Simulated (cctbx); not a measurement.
# Sm6IrPd7: solution and refinement

Cell a = 13.5310 Å, b = 13.5310 Å, c = 5.7910 Å, α = 90.00°, β = 90.00°, γ = 120.00°; space group R-3 (no. 148); content Ir3 Sm18 Pd21.

The data are simulated with cctbx, not measured: Mo Kα, λ = 0.71073 Å, to d = 0.7 Å, 50 % of the full sphere, strongest reflection 5000 counts, noise from counting, a 6 % proportional error and a noise floor of 2 counts (s.d.); no absorption, and some extinction, which the refinements don't model.

Charge flipping in P1 on normalised amplitudes to 0.8 Å, δ = 1 σ, 30 % of the reflections treated as weak, 150 cycles:

```text
cycle      R  skewness
    0  0.640     0.29
   12  0.473     1.36
   24  0.474     1.61
   36  0.484     2.15
   48  0.497     2.70
   60  0.464     3.71
   72  0.444     3.75
   84  0.464     3.54
   96  0.454     3.49
  108  0.446     3.76
  120  0.457     3.69
  132  0.450     3.64
  144  0.454     3.65
origin shift          correlation  skewness
 0.280  0.129  0.141      0.844      2.16
 0.158  0.626  0.096      0.835      3.15
 0.280  0.370  0.288      0.819      0.91
 0.109  0.169  0.417      0.805      1.01
taken: symmetry correlation 0.835, skewness 3.15
peak      x       y       z  mult  height/sigma
Q1    0.0416  0.2072  0.7375   18     11.8
Q2    0.0000  0.0000  0.0000    3     10.5
Q3    0.0000  0.0000  0.5000    3      5.6
Q4    0.0582  0.2789  0.2001   18      5.4
Q5    0.0601  0.5230  0.2779   18      2.7
Q6    0.0170  0.0961  0.0021   18      2.2
Q7    0.0392  0.5825  0.6030   18      2.0
Q8    0.9991  0.1613  0.2544   18      2.0
Q9    0.0525  0.8787  0.2440   18      2.0
```

The origin is taken among those within 0.04 of the best correlation, by the skewness of the map.

Run time: 0.43 s on 1 thread of Arm Neoverse V2, on a shared host, peak memory 0.08 GiB.

**Question.** Which peaks are atoms, and which elements?

Heights follow Z only loosely here, so the multiplicities, which must add up to the content, decide. First model: Q1 = Sm1 (18 in the cell, height 11.8), Q2 = Ir1 (3 in the cell, height 10.5), Q3 = Pd1 (3 in the cell, height 5.6) and Q4 = Pd2 (18 in the cell, height 5.4). Against the true structure, Q1 is Sm, Q2 is Ir, Q3 is Pd and Q4 is Pd; the other peaks are not atoms.

Least squares on F², isotropic:

```text
Rint 0.052, 619 unique reflections to 0.70 A
cycle     R1     wR2    GooF  max shift (A)
   1  0.3549  0.6981  11.056   0.16014
   2  0.0237  0.0577   0.913   0.00017
final R1 0.0237 wR2 0.0577 GooF 0.913  parameters 10  data/parameter 61.9
atom        x        y        z      Ueq    occ   su(xyz)  su(Uiso or U11)
Sm1    0.04297  0.20889  0.73968   0.0026  1.000  0.00006  0.0001
Ir1    0.00000  0.00000  0.00000   0.0025  1.000  0.00000  0.0001
Pd1    0.00000  0.00000  0.50000   0.0023  1.000  0.00000  0.0002
Pd2    0.05528  0.27738  0.22709   0.0025  1.000  0.00009  0.0001
difference map: max 2.25 min -2.17 rms 0.60
Q1    0.0908  0.2253  0.9389   18    2.34  1.29 A from Sm1
Q2    0.0190  0.1534  0.9732   18    1.99  1.50 A from Sm1
Q3    0.0409  0.1483  0.3196   18    1.90  1.74 A from Pd2
Q4    0.0197  0.1567  0.4528   18    1.77  1.77 A from Sm1
Q5    0.0795  0.8678  0.6488   18    1.72  1.30 A from Sm1
```

Anisotropic refinement:

```text
Rint 0.052, 619 unique reflections to 0.70 A
cycle     R1     wR2    GooF  max shift (A)
   1  0.0243  0.0586   0.938   0.00009
   2  0.0236  0.0570   0.912   0.00000
final R1 0.0236 wR2 0.0570 GooF 0.912  parameters 22  data/parameter 28.1
atom        x        y        z      Ueq    occ   su(xyz)  su(Uiso or U11)
Sm1    0.04297  0.20888  0.73968   0.0027  1.000  0.00006  0.0002
Ir1    0.00000  0.00000  0.00000   0.0025  1.000  0.00000  0.0002
Pd1    0.00000  0.00000  0.50000   0.0023  1.000  0.00000  0.0003
Pd2    0.05527  0.27737  0.22709   0.0025  1.000  0.00009  0.0002
difference map: max 2.23 min -2.02 rms 0.60
Q1    0.0957  0.2229  0.9348   18    2.36  1.30 A from Sm1
Q2    0.0185  0.1534  0.9730   18    1.94  1.50 A from Sm1
Q3    0.0410  0.1486  0.3198   18    1.88  1.74 A from Pd2
Q4    0.0197  0.1566  0.4527   18    1.77  1.77 A from Sm1
Q5    0.0684  0.8729  0.6440   18    1.76  1.36 A from Sm1
Q6    0.0000  0.5000  0.0000    9    1.68  1.44 A from Pd2
```

**Reading.** The refinement ends at R1 = 0.0236, wR2 = 0.0570, GooF = 0.91, with difference density between -2.02 and 2.23 e/Å³. Every site matches the true model in element, within 0.001 Å r.m.s., up to an allowed shift of origin.

True model:

| atom | mult. | x | y | z | Ueq (Å²) |
| --- | --- | --- | --- | --- | --- |
| Ir1 | 3 | 0 | 0 | 1/2 | 0.0027 |
| Sm1 | 18 | 0.0429 | 0.2089 | 0.2397 | 0.0029 |
| Pd1 | 18 | 0.6108 | 0.8887 | 0.9395 | 0.0029 |
| Pd2 | 3 | 0 | 0 | 0 | 0.0026 |

The model was made for the exercise: a known structure type with other elements put in, its volume estimated, not relaxed; displacement parameters are assumed.

[Middle refinement cycles are left out of these outputs.]

[Logs are printed without paths, hosts, clocks, repeated set-up lines and the standing remarks that a program may print on its own settings, such as how far it seeks lower states.]
